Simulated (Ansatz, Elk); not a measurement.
# Mg4Mn2SiHg: X-ray structure factors from the self-consistent density

Structure refinements treat a crystal as free atoms side by side. For a made-up structure of Mg4Mn2SiHg (cell and positions from a PBEsol relaxation) the runs below show what the calculated density changes in F(hkl).

Calculated with Elk 11.2.3 (patched build); DFT, PBE, all-electron APW+lo, Dirac cores, scalar-relativistic bands, static density, ferromagnetic start.

The structure was built from a prototype and need not be the compound's stable phase.

## (1) The starting structure

It takes space group Amm2 (No. 38, orthorhombic). The conventional cell has a = 4.785 Å, b = 5.844 Å, c = 10.103 Å, α = 90.00°, β = 90.00°, γ = 90.00°. Nearest to Hg lie 8 Mg at 2.85 to 2.95 Å and 2 Mn at 2.93 Å. Nearest to Mn lie 8 Mg at 2.78 to 3.05 Å and 2 Hg at 2.93 Å and 2 Mn at 2.98 Å. Nearest to Mn lie 8 Mg at 2.79 to 3.04 Å and 2 Si at 2.93 Å and 2 Mn at 2.98 Å. Nearest to Si lie 8 Mg at 2.84 to 2.98 Å and 2 Mn at 2.93 Å. Nearest to Mg lie 4 Mn at 2.78 to 3.05 Å and 2 Si at 2.84 Å and 2 Hg at 2.89 to 2.95 Å and 2 Mg at 2.91 to 2.93 Å. Nearest to Mg lie 4 Mn at 2.79 to 3.04 Å and 2 Hg at 2.85 Å and 2 Si at 2.85 to 2.98 Å and 2 Mg at 2.86 to 2.98 Å. Farther neighbours are not listed.

## (2) Ground state and structure factors

An all-electron density is needed, since X-rays see the cores too. Task 0 finds the density and task 195 Fourier-transforms it; tshift is off so that phases refer to the origin typed.

Input file elk.in:

```
tasks
  0
  195
  196

xctype
  20

spinpol
  .true.

rgkmax
  7.0

gmaxvr
  14.0

lmaxo
  7

lmaxapw
  8

swidth
  0.002

tshift
  .false.

ramdisk
  .false.

hmaxvr
  5.5

maxscl
  120

epspot
  1e-06

reducebf
  0.8

sppath
  './'

avec
  9.04207952087 0.00000000000 0.00000000000
  0.00000000000 5.52170206034 9.54563701173
  -0.00000000000 -5.52170206034 9.54563701173

atoms
  4
  'Hg.in'
  1
  0.5000000000 0.6449721807 0.6449721807   0.000000 0.000000 0.000000
  'Mn.in'
  2
  0.5000000000 0.1632961674 0.1632961674   0.000000 0.000000 -0.175000
  -0.0000000000 0.3385252303 0.3385252303   0.000000 0.000000 -0.175000
  'Si.in'
  1
  -0.0000000000 0.8567206933 0.8567206933   0.000000 0.000000 0.000000
  'Mg.in'
  4
  0.5000000000 0.1494410613 0.6472367744   0.000000 0.000000 0.000000
  0.5000000000 0.6472367744 0.1494410613   0.000000 0.000000 0.000000
  0.0000000000 0.3461208766 0.8562870160   0.000000 0.000000 0.000000
  0.0000000000 0.8562870160 0.3461208766   0.000000 0.000000 0.000000

ngridk
  4 4 4
```

Started as:

```bash
> OMP_NUM_THREADS=4 elk
```

Numbers of over 12 decimals in the logs are rounded to 6 here.

The log of the run:

```text
┌─────────────────────────┐
│ Elk code version 11.2.3 │
└─────────────────────────┘

All units are atomic (Hartree, Bohr, etc.)

┌─────────────────────────────────────────────────┐
│ Ground-state run starting from atomic densities │
└─────────────────────────────────────────────────┘

Lattice vectors :
   9.042079521       0.000000000       0.000000000
   0.000000000       5.521702060       9.545637012
  -0.000000000      -5.521702060       9.545637012

Reciprocal lattice vectors :
  0.6948827748      -0.000000000       0.000000000
  -0.000000000      0.5689536703      0.3291129392
   0.000000000     -0.5689536703      0.3291129392

Unit cell volume      :    953.1828125
Brillouin zone volume :   0.2602336196

Muffin-tin inner radius fraction :   0.1000000000E-01

Nuclei treated as point charges

Species : 1 (Hg)
 parameters loaded from : Hg.in
 name : mercury
 nuclear charge    :   -80.00000000
 electronic charge :    80.00000000
 atomic mass :    365653.2015
 muffin-tin radius :    2.800000000
 number of radial points in muffin-tin :   1393
 inner part over the whole radius :   0.9911313582E-02
 number on inner part of muffin-tin    :   1000
 approximate nuclear radius :   0.1038385165E-03
 number of mesh points to nuclear radius :    524
 atomic positions (lattice), magnetic fields (Cartesian) :
  1 :   0.50000000  0.64497218  0.64497218    0.00000000  0.00000000  0.00000000

Species : 2 (Mn)
 parameters loaded from : Mn.in
 name : manganese
 nuclear charge    :   -25.00000000
 electronic charge :    25.00000000
 atomic mass :    100145.9370
 muffin-tin radius :    2.400000000
 number of radial points in muffin-tin :    993
 inner part over the whole radius :   0.9953723401E-02
 number on inner part of muffin-tin    :    700
 approximate nuclear radius :   0.7074591925E-04
 number of mesh points to nuclear radius :    330
 atomic positions (lattice), magnetic fields (Cartesian) :
  1 :   0.50000000  0.16329617  0.16329617    0.00000000  0.00000000 -0.17500000
  2 :   0.00000000  0.33852523  0.33852523    0.00000000  0.00000000 -0.17500000

Species : 3 (Si)
 parameters loaded from : Si.in
 name : silicon
 nuclear charge    :   -14.00000000
 electronic charge :    14.00000000
 atomic mass :    51196.73458
 muffin-tin radius :    2.200000000
 number of radial points in muffin-tin :    793
 inner part over the whole radius :   0.9899632250E-02
 number on inner part of muffin-tin    :    553
 approximate nuclear radius :   0.5963282101E-04
 number of mesh points to nuclear radius :    246
 atomic positions (lattice), magnetic fields (Cartesian) :
  1 :   0.00000000  0.85672069  0.85672069    0.00000000  0.00000000  0.00000000

Species : 4 (Mg)
 parameters loaded from : Mg.in
 name : magnesium
 nuclear charge    :   -12.00000000
 electronic charge :    12.00000000
 atomic mass :    44305.30466
 muffin-tin radius :    2.200000000
 number of radial points in muffin-tin :    793
 inner part over the whole radius :   0.9941530515E-02
 number on inner part of muffin-tin    :    552
 approximate nuclear radius :   0.5710277704E-04
 number of mesh points to nuclear radius :    241
 atomic positions (lattice), magnetic fields (Cartesian) :
  1 :   0.50000000  0.14944106  0.64723677    0.00000000  0.00000000  0.00000000
  2 :   0.50000000  0.64723677  0.14944106    0.00000000  0.00000000  0.00000000
  3 :   0.00000000  0.34612088  0.85628702    0.00000000  0.00000000  0.00000000
  4 :   0.00000000  0.85628702  0.34612088    0.00000000  0.00000000  0.00000000

Total number of atoms per unit cell :    8
Total muffin-tin volume :    430.7751847
 ratio of muffin-tin to unit cell volume :   0.4519334371

Spin treatment :
 spin-polarised
 global magnetic field (Cartesian) :    0.000000000       0.000000000       0.000000000
 collinear magnetisation in z-direction

Number of Bravais lattice symmetries :    8
Number of crystal symmetries         :    4
Crystal has no inversion symmetry
Complex Hermitian eigensolver will be used

[...]
Energies :
 Fermi                       :     0.220198
 sum of occupied eigenvalues :     -14046.525162734
 electron kinetic            :      26129.435325009
 core electron kinetic       :      25417.652744205
 Coulomb                     :     -48634.685939817
 Coulomb potential           :     -39438.993419177
 nuclear-nuclear             :     -1845.7525048161
 electron-nuclear            :     -54174.931180065
 Hartree                     :      7385.9977450641
 Madelung                    :     -28915.189230228
 xc potential                :     -736.50078527443
 xc effective B-field        :    -0.466257
 external B-field            :      0.000000
 exchange                    :     -555.66925491667
 correlation                 :     -9.548230
 electron entropic           :    -0.17129413725755E-02
 total energy                :     -23070.469812606
 (external B-field energy excluded from total)

Density of states at Fermi energy :    130.9779900
 (states/Hartree/unit cell)

Estimated indirect band gap :   0.1113045191E-02
 from k-point 13 to k-point 24
Estimated direct band gap   :   0.3743345482E-02
 at k-point 7

Charges :
 core                        :    100.0000000
 valence                     :    92.00000000
 interstitial                :    11.16595606
 muffin-tins (core leakage)
  species : 1 (Hg)
[...]
species : 2 (Mn)
[...]
species : 3 (Si)
[...]
species : 4 (Mg)
[...]
total in muffin-tins        :    180.8340439
 total calculated charge     :    191.9984678
 total charge                :    192.0000000
 error                       :   0.1532170395E-02

Moments :
 interstitial                :   0.2940229193
 muffin-tins
  species : 1 (Hg)
[...]
species : 2 (Mn)
[...]
species : 3 (Si)
[...]
species : 4 (Mg)
[...]
total in muffin-tins        :    7.000934109
 total moment                :    7.294957029

RMS change in Kohn-Sham potential (target) :   0.9023685228E-06 (  0.1000000000E-05)
Absolute change in total energy (target)   :   0.1910924766E-05 (  0.1000000000E-03)

Convergence targets achieved

┌──────────────────┐
│ Loop number : 26 │
└──────────────────┘

Energies :
 Fermi                       :     0.220198
 sum of occupied eigenvalues :     -14046.525163232
 electron kinetic            :      26129.435330196
 core electron kinetic       :      25417.652751117
 Coulomb                     :     -48634.685943482
 Coulomb potential           :     -39438.993423463
 nuclear-nuclear             :     -1845.7525048161
 electron-nuclear            :     -54174.931185072
 Hartree                     :      7385.9977464060
 Madelung                    :     -28915.189231751
 xc potential                :     -736.50079896961
 xc effective B-field        :    -0.466253
 external B-field            :      0.000000
 exchange                    :     -555.66925387152
 correlation                 :     -9.548230
 electron entropic           :    -0.17129884075684E-02
 total energy                :     -23070.469810330
 (external B-field energy excluded from total)

Density of states at Fermi energy :    130.9817305
 (states/Hartree/unit cell)

Estimated indirect band gap :   0.1112850925E-02
 from k-point 13 to k-point 24
Estimated direct band gap   :   0.3743547350E-02
 at k-point 7

Charges :
 core                        :    100.0000000
 valence                     :    92.00000000
 interstitial                :    11.16595426
 muffin-tins (core leakage)
  species : 1 (Hg)
[...]
species : 2 (Mn)
[...]
species : 3 (Si)
[...]
species : 4 (Mg)
[...]
atom 2                    :    10.54792257     ( -0.9828258740E-07)
   atom 3                    :    10.54972368     ( -0.9828258785E-07)
   atom 4                    :    10.54972368     ( -0.9828258785E-07)
 total in muffin-tins        :    180.8340457
 total calculated charge     :    191.9984678
 total charge                :    192.0000000
 error                       :   0.1532169633E-02

Moments :
 interstitial                :   0.2940292636
 muffin-tins
  species : 1 (Hg)
[...]
species : 2 (Mn)
[...]
species : 3 (Si)
[...]
species : 4 (Mg)
[...]
atom 2                    :  -0.2641694950E-01
   atom 3                    :  -0.2419634624E-01
   atom 4                    :  -0.2419634624E-01
 total in muffin-tins        :    7.000912126
 total moment                :    7.294941389

┌──────────────────────────────┐
│ Self-consistent loop stopped │
└──────────────────────────────┘

Warning : core states of species 3 leak from the muffin-tin :   0.1312612090E-02

Wrote STATE.OUT
```

It took 15 min on 4 threads of Arm Neoverse V2, shared host; peak memory 0.72 GiB.

SFACRHO.OUT:

```text

h k l indices transformed by vhmat matrix:
   1.000000000       0.000000000       0.000000000    
   0.000000000       1.000000000       0.000000000    
   0.000000000       0.000000000       1.000000000    

      h      k      l  multipl.   |H|            Re(F)            Im(F)           |F|

      0      0      0      1   0.0000000       192.00000      0.86373877E-16   192.00000    
      0      1      0      2  0.65728503      -38.737757      -30.144797       49.084851    
      0      0     -1      2  0.65728503      -38.737757       30.144797       49.084851    
      0      1      1      1  0.65822588      -30.140148       61.370578       68.372337    
      0     -1     -1      1  0.65822588      -30.140148      -61.370578       68.372337    
      1      0      0      2  0.69488277      -63.460127      0.13899156E-13   63.460127    
      1      0      1      4  0.95649656       29.938733       48.829157       57.276647    
     -1     -1      0      4  0.95649656       29.938733      -48.829157       57.276647    
     -1      1      1      2  0.95714334       16.046247      -81.915528       83.472365    
     -1     -1     -1      2  0.95714334       16.046247       81.915528       83.472365    
      0     -1      1      2   1.1379073       84.374434     -0.74407887E-14   84.374434    
      0     -1     -2      2   1.1395377       54.961127       28.577128       61.946572    
      0      1      2      2   1.1395377       54.961127      -28.577128       61.946572    
      0     -2      0      2   1.3145701      -46.544952      -56.353569       73.090063    
      0      0      2      2   1.3145701      -46.544952       56.353569       73.090063    
      0     -2     -2      1   1.3164518      -119.74309       28.820568       123.16262    
      0      2      2      1   1.3164518      -119.74309      -28.820568       123.16262    
      1     -1      1      4   1.3333024      -58.165145      0.56839358E-14   58.165145
```

Elk indexes on the primitive cell of elk.in and gives |H| = 4π sin θ/λ in inverse bohr. Below, one row stands for each form hkl of the conventional cell (m members, Friedel mates merged), F is for one primitive cell and the density is static (no thermal factor). Free-atom factors are Waasmaier and Kirfel's, and R is Σm||F|−|F'||/Σm|F|.

```csv
hkl,m,sin θ/λ (Å⁻¹),"abs F, DFT",neutral atoms,diff.,abs of complex diff.
011,4,0.099,49.085,49.494,-0.409,0.474
002,2,0.099,68.372,68.512,-0.140,0.332
100,2,0.104,63.460,63.733,-0.273,0.273
111,8,0.144,57.277,57.489,-0.212,0.218
102,4,0.144,83.472,83.277,+0.196,0.217
020,2,0.171,84.374,84.142,+0.232,0.232
013,4,0.171,61.947,62.060,-0.114,0.195
022,4,0.198,73.090,73.289,-0.198,0.198
004,2,0.198,123.163,123.535,-0.373,0.375
120,4,0.201,58.165,58.309,-0.144,0.144
113,8,0.201,41.203,41.188,+0.015,0.075
200,2,0.209,148.055,148.702,-0.647,0.647
122,8,0.224,137.808,138.513,-0.704,0.705
104,4,0.224,96.929,97.383,-0.454,0.480
```

## (3) The magnetisation density

The same run holds the spin density, and task 196 transforms it. The order is that of the start, and no other was tried.

SFACMAG_1.OUT:

```text

h k l indices transformed by vhmat matrix:
   1.000000000       0.000000000       0.000000000    
   0.000000000       1.000000000       0.000000000    
   0.000000000       0.000000000       1.000000000    

      h      k      l  multipl.   |H|            Re(F)            Im(F)           |F|

      0      0      0      1   0.0000000       7.2949417      0.12637754E-16   7.2949417    
      0      1      0      2  0.65728503     -0.16946286E-01   5.5098481       5.5098741    
      0      0     -1      2  0.65728503     -0.16946286E-01  -5.5098481       5.5098741    
      0      1      1      1  0.65822588      -2.8484543     -0.44231731E-01   2.8487977    
      0     -1     -1      1  0.65822588      -2.8484543      0.44231731E-01   2.8487977    
      1      0      0      2  0.69488277      0.61921303E-01  0.30173672E-15  0.61921303E-01
      1      0      1      4  0.95649656      -3.1413285     -0.20969491E-01   3.1413985    
     -1     -1      0      4  0.95649656      -3.1413285      0.20969491E-01   3.1413985    
     -1      1      1      2  0.95714334      0.50720949E-01  -5.3312746       5.3315159    
     -1     -1     -1      2  0.95714334      0.50720949E-01   5.3312746       5.3315159    
      0     -1      1      2   1.1379073       5.2944165      0.85178300E-16   5.2944165    
      0     -1     -2      2   1.1395377     -0.12788236E-01 -0.57633738      0.57647924    
      0      1      2      2   1.1395377     -0.12788236E-01  0.57633738      0.57647924    
      0     -2      0      2   1.3145701      -2.0196688      0.27834821E-01   2.0198606    
      0      0      2      2   1.3145701      -2.0196688     -0.27834821E-01   2.0198606    
      0     -2     -2      1   1.3164518      -2.8324448      0.63422186E-01   2.8331548
```

The total moment is 7.29 μB a cell; sphere moments: Hg1 -0.02, Mn2 +3.54, Mn3 +3.56, Si4 +0.02, Mg5 -0.03, Mg6 -0.03, Mg7 -0.02, Mg8 -0.02 μB. Polarised neutrons measure spin and orbital magnetisation together; without spin-orbit coupling the run gives the spin part:

```csv
hkl,sin θ/λ (Å⁻¹),abs F_M (μB)
011,0.099,5.510
002,0.099,2.849
100,0.104,0.062
111,0.144,3.141
102,0.144,5.332
020,0.171,5.294
013,0.171,0.576
022,0.198,2.020
004,0.198,2.833
120,0.201,0.046
113,0.201,4.662
200,0.209,4.489
122,0.224,3.751
104,0.224,3.319
```

(Part 1 of 2 ends here.)

[Logs are printed without paths, hosts, clocks, repeated set-up lines and the standing remarks that a program may print on its own settings, such as how far it seeks lower states.]

[Hosts, paths, dates, database ids (printed as entryN), source tags and the programs' standing remarks are cut or masked in the printed files.]
